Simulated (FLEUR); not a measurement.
# Magnetic state of MnS (Alabandite) from several starts, part 3 of 3

Wanted: the moments of MnS (Alabandite) and the energy of each order that was tried.

FLEUR MaX-R8.1; PBEsol with U = 4 eV on Mn d; all-electron FLAPW, Dirac cores, scalar-relativistic bands.

So far, largest spin moment in the muffin-tin sphere (μB): step 2 (order 1, typed as ferro +) 4.76; step 3 (order 2, typed as antiferro q=(0,1/2,1/2) +-) 4.72.

### 5. Spin–orbit coupling, moments along [001]

Level of this step: PBEsol with U = 4 eV on Mn d; all-electron FLAPW, Dirac cores, scalar-relativistic bands with spin-orbit coupling (FLEUR).

Spin–orbit coupling ties the spins to the lattice and lets orbital moments form.

A new self-consistent run of the start antiferro q=(0,1/2,1/2) +-, with the moments along z.

inp.xml reads:

```
<?xml version="1.0" encoding="UTF-8" standalone="no"?>
<fleurInput fleurInputVersion="0.39">
   <comment>
      MnS
   </comment>
   <calculationSetup>
      <cutoffs Kmax="3.95" Gmax="11.9" GmaxXC="11.9" numbands="122"/>
      <scfLoop itmax="130" minDistance="0.0001" maxIterBroyd="15" imix="Anderson" alpha="0.05" precondParam="0.0" spinf="2.0" sdNocoIR="T"/>
      <coreElectrons ctail="T" frcor="F" kcrel="1" coretail_lmax="0"/>
      <xcFunctional name="PBEs" relativisticCorrections="F"/>
      <magnetism jspins="2"/>
      <soc l_soc="T" theta="0.0" phi="0.0" spav="F"/>
      <expertModes spex="0" secvar="F"/>
      <geometryOptimization l_f="F" forcealpha="1.0" forcemix="BFGS" epsdisp="0.00001" epsforce="0.00001"/>
      <ldaU l_linMix="F" mixParam="0.05" spinf="1.0"/>
   </calculationSetup>
   <cell>
      <bzIntegration valenceElectrons="42.0" mode="hist" fermiSmearingEnergy="0.00183747">
         <kPointListSelection listName="default-1"/>
         <xi:include xmlns:xi="http://www.w3.org/2001/XInclude" href="kpts.xml"> </xi:include>
      </bzIntegration>
      <xi:include xmlns:xi="http://www.w3.org/2001/XInclude" href="sym.xml"> </xi:include>
      <bulkLattice scale="1.0">
         <bravaisMatrix>
            <row-1>    0.0000000000000000     4.9355866922302800     4.9355866922302800</row-1>
            <row-2>    9.8711733844605600     0.0000000000000000     9.8711733844605600</row-2>
            <row-3>    9.8711733844605600     4.9355866922302800     4.9355866922302800</row-3>
         </bravaisMatrix>
      </bulkLattice>
   </cell>
   <atomSpecies>
      <species name="Manganese 4.500" element="Mn" atomicNumber="25">
         <mtSphere radius="2.8" gridPoints="925" logIncrement="0.013"/>
         <atomicCutoffs lmax="10" lnonsphr="8"/>
         <electronConfig flipSpins="F">
            <coreConfig>(1s1/2) (2s1/2) (2p1/2) (2p3/2)</coreConfig>
            <valenceConfig>(3s1/2) (3p1/2) (3p3/2) (4s1/2) (3d3/2) (3d5/2)</valenceConfig>
            <stateOccupation state="(3d3/2)" spinUp="1.75" spinDown="0.25"/>
            <stateOccupation state="(3d5/2)" spinUp="3.0" spinDown="0.0"/>
         </electronConfig>
         <energyParameters s="4" p="4" d="3" f="4"/>
         <ldaU l="2" U="4.0" J="0.0" l_amf="F"/>
         <lo type="SCLO" l="0" n="3" eDeriv="0"/>
         <lo type="SCLO" l="1" n="3" eDeriv="0"/>
      </species>
      <species name="Manganese -4.500" element="Mn" atomicNumber="25">
         <mtSphere radius="2.8" gridPoints="925" logIncrement="0.013"/>
         <atomicCutoffs lmax="10" lnonsphr="8"/>
         <electronConfig flipSpins="F">
            <coreConfig>(1s1/2) (2s1/2) (2p1/2) (2p3/2)</coreConfig>
            <valenceConfig>(3s1/2) (3p1/2) (3p3/2) (4s1/2) (3d3/2) (3d5/2)</valenceConfig>
            <stateOccupation state="(3d3/2)" spinUp="0.25" spinDown="1.75"/>
            <stateOccupation state="(3d5/2)" spinUp="0.0" spinDown="3.0"/>
         </electronConfig>
         <energyParameters s="4" p="4" d="3" f="4"/>
         <ldaU l="2" U="4.0" J="0.0" l_amf="F"/>
         <lo type="SCLO" l="0" n="3" eDeriv="0"/>
         <lo type="SCLO" l="1" n="3" eDeriv="0"/>
      </species>
      <species name="Sulfur (S)" element="S" atomicNumber="16">
         <mtSphere radius="1.9" gridPoints="629" logIncrement="0.018"/>
         <atomicCutoffs lmax="8" lnonsphr="6"/>
         <electronConfig flipSpins="F">
            <coreConfig>(1s1/2) (2s1/2) (2p1/2) (2p3/2)</coreConfig>
            <valenceConfig>(3s1/2) (3p1/2) (3p3/2)</valenceConfig>
            <stateOccupation state="(3p1/2)" spinUp="0.666667" spinDown="0.666667"/>
            <stateOccupation state="(3p3/2)" spinUp="1.333333" spinDown="1.333333"/>
         </electronConfig>
         <energyParameters s="3" p="3" d="3" f="4"/>
      </species>
   </atomSpecies>
   <atomGroups>
      <atomGroup species="Manganese 4.500">
         <relPos label="                   1">.0000000000 .0000000000 .0000000000</relPos>
         <force calculate="T" relaxXYZ="TTT"/>
      </atomGroup>
      <atomGroup species="Manganese -4.500">
         <relPos label="                   2">.0000000000 1.000/2.000 .0000000000</relPos>
         <force calculate="T" relaxXYZ="TTT"/>
      </atomGroup>
      <atomGroup species="Sulfur (S)">
         <relPos label="                   3">1.000/2.000 .0000000000 1.000/2.000</relPos>
         <force calculate="T" relaxXYZ="TTT"/>
      </atomGroup>
      <atomGroup species="Sulfur (S)">
         <relPos label="                   4">1.000/2.000 1.000/2.000 1.000/2.000</relPos>
         <force calculate="T" relaxXYZ="TTT"/>
      </atomGroup>
   </atomGroups>
   <output dos="F" band="F" slice="F">
      <bandDOS minEnergy="-.5*Htr" maxEnergy="0.5*Htr" sigma="0.015" storeEVData="T"/>
      <plotting iplot="0" polar="F">
         <plot TwoD="T" vec1="  1.0  0.0  0.0" vec2="  0.0  1.0  0.0" vec3="  0.0  0.0  1.0" zero="  0.0  0.0  0.0" file="plot"/>
      </plotting>
      <moessbauerParams electricFieldGradient="F" isomerShift="T" coreHyperfine="T" valenceHyperfine="T"/>
   </output>
</fleurInput>
```

crystal.txt reads:

```
MnS
&input film=F cartesian=F /
0.00000000000  2.61180000000  2.61180000000
5.22360000000  0.00000000000  5.22360000000
5.22360000000  2.61180000000  2.61180000000
1.8897261246
1.0 1.0 1.0

4
25 0.00000000000  0.00000000000  0.00000000000 : 4.500
25 0.00000000000  0.50000000000  0.00000000000 : -4.500
16 0.50000000000  0.00000000000  0.50000000000
16 0.50000000000  0.50000000000  0.50000000000

&soc 0.0000000 0.0000000 /
&kpt div1=8 div2=4 div3=8 gamma=T /
```

Launch:

```
$ OMP_NUM_THREADS=1 inpgen -f crystal.txt > inpgen.log  # inp.xml is then edited as shown
$ OMP_NUM_THREADS=1 mpirun -n 4 fleur_MPI > fleur.log
```

The program printed:

```text
[banner, memory and clock lines left out]
Welcome to FLEUR        (www.flapw.de)
      MaX-Release 8.1          (www.max-centre.eu)

 ========== k-point set info ==========
 Selected k-point list: default-1
 k-point list type: mesh
 8 x 4 x 8
 Number of k points: 132

 [... set-up left out ...]
 no density matrix found ... skipping LDA+U
 Complex matrix made real
 Complex matrix made real
 [... lines of the core solver left out ...]
 Reset of history
 Iteration:     1   Distance:       6.77789906 me/bohr^3
 [... lines of the core solver left out ...]
 Iteration:     2   Distance:       6.85245062 me/bohr^3
 [... lines of the core solver left out ...]
 Iteration:     3   Distance:       6.30687892 me/bohr^3
 [... lines of the core solver left out ...]
[... rest left out ...]

--- out.xml (last complete iteration) ---
<iteration numberForCurrentRun="   15" overallNumber="   15">
         [... left out ...]
         <bandgap value="0.9793442188" units="eV"/>
         <sumValenceSingleParticleEnergies value="-27.4346272772" units="Htr"/>
         <FermiEnergy value="0.2496712404" units="Htr"/>
         [... left out ...]
         <magneticMomentsInMTSpheres units="muBohr">
            <globalMagMoment atomType="1" vec="0.00000   0.00000   4.72305"/>
            <globalMagMoment atomType="2" vec="0.00000   0.00000  -4.72305"/>
            <globalMagMoment atomType="3" vec="0.00000   0.00000  -0.02799"/>
            <globalMagMoment atomType="4" vec="0.00000   0.00000   0.02799"/>
         </magneticMomentsInMTSpheres>
         <orbitalMomentsInMTSpheres units="muBohr">
            <globalMagMoment atomType="1" vec="0.00000   0.00000   0.00110"/>
            <globalMagMoment atomType="2" vec="0.00000   0.00000  -0.00110"/>
            <globalMagMoment atomType="3" vec="0.00000   0.00000  -0.00002"/>
            <globalMagMoment atomType="4" vec="0.00000   0.00000   0.00002"/>
         </orbitalMomentsInMTSpheres>
         [... left out ...]
         <totalEnergy value="    -3112.2275581262" units="Htr">
            <sumOfEigenvalues value="    -1791.5249492252">
               <coreElectrons value="-1764.0903219480"/>
               <valenceElectrons value="-27.4346272772"/>
            </sumOfEigenvalues>
         [... left out ...]
            <freeEnergy value="-3112.2275581262"/>
            <extrapolationTo0K value="-3112.2275581262"/>
         </totalEnergy>
         [... left out ...]
         <ldaUDensityMatrixConvergence>
            <distance spin="1" distance="0.000003"/>
            <distance spin="2" distance="0.000003"/>
         </ldaUDensityMatrixConvergence>
         <densityConvergence units="me/bohr^3">
            <chargeDensity spin="1" distance="0.0000463268"/>
            <chargeDensity spin="2" distance="0.0000463239"/>
            <overallChargeDensity distance="0.0000725208"/>
            <spinDensity distance="0.0000576617"/>
         </densityConvergence>
      </iteration>
```

Wall time 6.5 min (4 MPI ranks of Arm Neoverse V2, shared host); peak memory 1.1 GiB; 26 min of CPU time.

Spin moment in the muffin-tin sphere by atom:

| atom | spin moment in the muffin-tin sphere (μB) |
| --- | --- |
| Mn1 | 4.72 |
| Mn2 | -4.72 |
| S3 | -0.03 |
| S4 | 0.03 |

This step gave:

| Item | Value |
| --- | --- |
| free energy | -84688.0262 eV |
| program's band gap on this mesh (in a metal only a level spacing) | 0.9793 eV |
| magnetization | 0 μB |
| final state | antiferromagnetic |
| orbital moment along the spin | 0 μB |

Orbital moment in the sphere, along the spin axis by atom:

| atom | orbital moment in the sphere, along the spin axis (μB) |
| --- | --- |
| Mn1 | 0.0011 |
| Mn2 | -0.0011 |
| S3 | 0.0000 |
| S4 | 0.0000 |

Fields along z, the direction of positive moments; semicore shells count as valence. Hyperfine fields at the nuclei:

| atom | core contact (T) | valence contact (T) | dipolar (T) | orbital (T) | sum (T) | density at the nucleus (e/bohr³) |
| --- | --- | --- | --- | --- | --- | --- |
| Mn1 | -97.11 | 76.22 | 0.01181 | -0.2724 | -21.15 | 13180 |
| Mn2 | 97.11 | -76.22 | -0.01181 | 0.2724 | 21.15 | 13180 |
| S3 | 0.08596 | -5.229 | 0.1439 | -8.60e-5 | -4.999 | 2941 |
| S4 | -0.08596 | 5.229 | -0.1439 | 8.60e-5 | 4.999 | 2941 |

### 6. What came out

```json
{"lowest state found": "antiferromagnetic (typed antiferro q=(0,1/2,1/2) +-)", "largest site spin moment": "4.72 μB", "next finished state": "ferromagnetic, 12.5 meV a seeded atom higher", "hyperfine field at Mn1, along its moment": "-21.1 T", "orbital moment on the atom of largest spin, along its spin (spin–orbit run)": "0.0011 μB"}
```

In words: The lowest state found is antiferromagnetic, reached from the start antiferro q=(0,1/2,1/2) +-, with moments up to 4.72 μB. The next finished state costs 12 meV a seeded atom. At Mn1 the core shells give -97.1 T and the valence and semicore s states 76.2 T along the moment, -4.42 T per μB together; orbital and dipolar parts add -0.26 T. Semilocal functionals tend to give too weak a core polarisation. The shell is near half filling, where Hund's rules give no orbital moment. Only 2 starts were tried; other patterns of signs, canted and longer-period orders were not.

[Logs and program files are shortened in this print: banners, set-up blocks, solver, clock and traceback lines can be left out without a mark of their own.]

[Logs are printed without paths, hosts, clocks, repeated set-up lines and the standing remarks that a program may print on its own settings, such as how far it seeks lower states.]

[Hosts, paths, dates, database ids (printed as entryN), source tags and the programs' standing remarks are cut or masked in the printed files.]

[Where a cell is said to come from a database of computed structures, the database is the Materials Project.]
